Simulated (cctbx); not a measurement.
# From intensities to atoms

Cell a = 8.4750 Å, b = 3.6970 Å, c = 6.0520 Å, α = 90.00°, β = 90.00°, γ = 90.00°; space group Pnma (no. 62); content Ge4 S4 O4.

The data are simulated with cctbx, not measured: synchrotron X-rays, λ = 0.6889 Å, to d = 0.8 Å, 95 % of the full sphere, strongest reflection 20000 counts, noise from counting, a 1.5 % proportional error and a noise floor of 8 counts (s.d.); no absorption.

Charge flipping in P1 on plain amplitudes to 0.8 Å, δ = 1.2 σ, 10 % of the reflections treated as weak, 100 cycles:

```text
cycle      R  skewness
    0  0.561     0.44
    8  0.374     3.81
   16  0.298     3.99
   24  0.302     3.71
   32  0.319     3.55
   40  0.293     3.43
   48  0.308     3.50
   56  0.301     3.55
   64  0.314     3.70
   72  0.295     3.53
   80  0.309     3.76
   88  0.303     3.64
   96  0.293     3.58
origin shift          correlation  skewness
 0.219  0.157  0.475      0.972      7.15
 0.355  0.154  0.476      0.936      3.86
 0.074  0.167  0.473      0.910      4.35
 0.221  0.166  0.194      0.886      3.18
taken: symmetry correlation 0.972, skewness 7.15
peak      x       y       z  mult  height/sigma
Q1    0.1676  0.2500  0.6336    4     15.9
Q2    0.1035  0.7500  0.4017    4      6.8
Q3    0.1248  0.7500  0.8566    4      2.0
Q4    0.2246  0.7500  0.3787    4      1.8
Q5    0.1576  0.2500  0.8611    4      1.3
Q6    0.1781  0.7500  0.1400    4      0.9
Q7    0.0405  0.7500  0.1197    4      0.9
Q8    0.1592  0.2500  0.3966    4      0.9
```

The origin is taken among those within 0.04 of the best correlation, by the skewness of the map.

It took 0.32 s on 1 thread of Arm Neoverse V2 (shared host), peak memory 0.07 GiB.

Q: Assign the peaks.

Heights go roughly as Z and multiplicities must add up to the content. First model: Q1 = Ge1 (4 in the cell, height 15.9), Q2 = S1 (4 in the cell, height 6.8) and Q3 = O1 (4 in the cell, height 2.0). Against the true structure, Q1 is Ge, Q2 is S and Q3 is O; the other peaks are not atoms.

Least squares on F², isotropic:

```text
Rint 0.020, 225 unique reflections to 0.80 A
cycle     R1     wR2    GooF  max shift (A)
   1  0.1212  0.2413  14.899   0.11671
   2  0.0236  0.0543   3.355   0.00005
final R1 0.0236 wR2 0.0543 GooF 3.355  parameters 9  data/parameter 25.0
atom        x        y        z      Ueq    occ   su(xyz)  su(Uiso or U11)
Ge1    0.16921  0.25000  0.63453   0.0120  1.000  0.00011  0.0002
S1     0.10920  0.75000  0.39123   0.0217  1.000  0.00031  0.0004
O1     0.13245  0.75000  0.87264   0.0209  1.000  0.00087  0.0010
difference map: max 1.82 min -0.92 rms 0.17
Q1    0.1805  0.2500  0.5528    4    1.91  0.50 A from Ge1
Q2    0.1634  0.2500  0.7186    4    1.80  0.51 A from Ge1
Q3    0.1438  0.7500  0.4625    4    0.41  0.52 A from S1
Q4    0.0816  0.7500  0.3130    4    0.33  0.53 A from S1
Q5    0.0993  0.7500  0.0618    4    0.32  1.18 A from O1
```

Anisotropic refinement:

```text
Rint 0.020, 225 unique reflections to 0.80 A
cycle     R1     wR2    GooF  max shift (A)
   1  0.0236  0.0543   3.428   0.00271
   2  0.0072  0.0153   0.967   0.00000
final R1 0.0072 wR2 0.0153 GooF 0.967  parameters 18  data/parameter 12.5
atom        x        y        z      Ueq    occ   su(xyz)  su(Uiso or U11)
Ge1    0.16922  0.25000  0.63451   0.0121  1.000  0.00003  0.0001
S1     0.10924  0.75000  0.39141   0.0217  1.000  0.00009  0.0002
O1     0.13240  0.75000  0.87308   0.0212  1.000  0.00026  0.0007
difference map: max 0.23 min -0.24 rms 0.06
Q1    0.2434  0.2500  0.2834    4    0.24  1.18 A from O1
Q2    0.0226  0.2500  0.4065    4    0.21  1.66 A from S1
Q3    0.0175  0.7500  0.8049    4    0.19  1.06 A from O1
Q4    0.0900  0.7500  0.0665    4    0.19  1.22 A from O1
Q5    0.1390  0.0240  0.8001    8    0.19  1.11 A from O1
Q6    0.1020  0.7500  0.2873    4    0.18  0.63 A from S1
```

**Reading.** The refinement ends at R1 = 0.0072, wR2 = 0.0153, GooF = 0.97, with difference density between -0.24 and 0.23 e/Å³. Every site matches the true model in element, within 0.001 Å r.m.s., up to an allowed shift of origin.

True model:

```csv
atom,mult.,x,y,z,Ueq (Å²)
Ge1,4,0.3308,3/4,0.6345,0.0121
S1,4,0.1093,3/4,0.8915,0.0216
O1,4,0.3674,1/4,0.8731,0.0209
```

The model was made for the exercise: a known structure type with other elements put in, its volume estimated, not relaxed; displacement parameters are assumed.

[Middle refinement cycles are left out of these outputs.]

[Logs are printed without paths, hosts, clocks, repeated set-up lines and the standing remarks that a program may print on its own settings, such as how far it seeks lower states.]
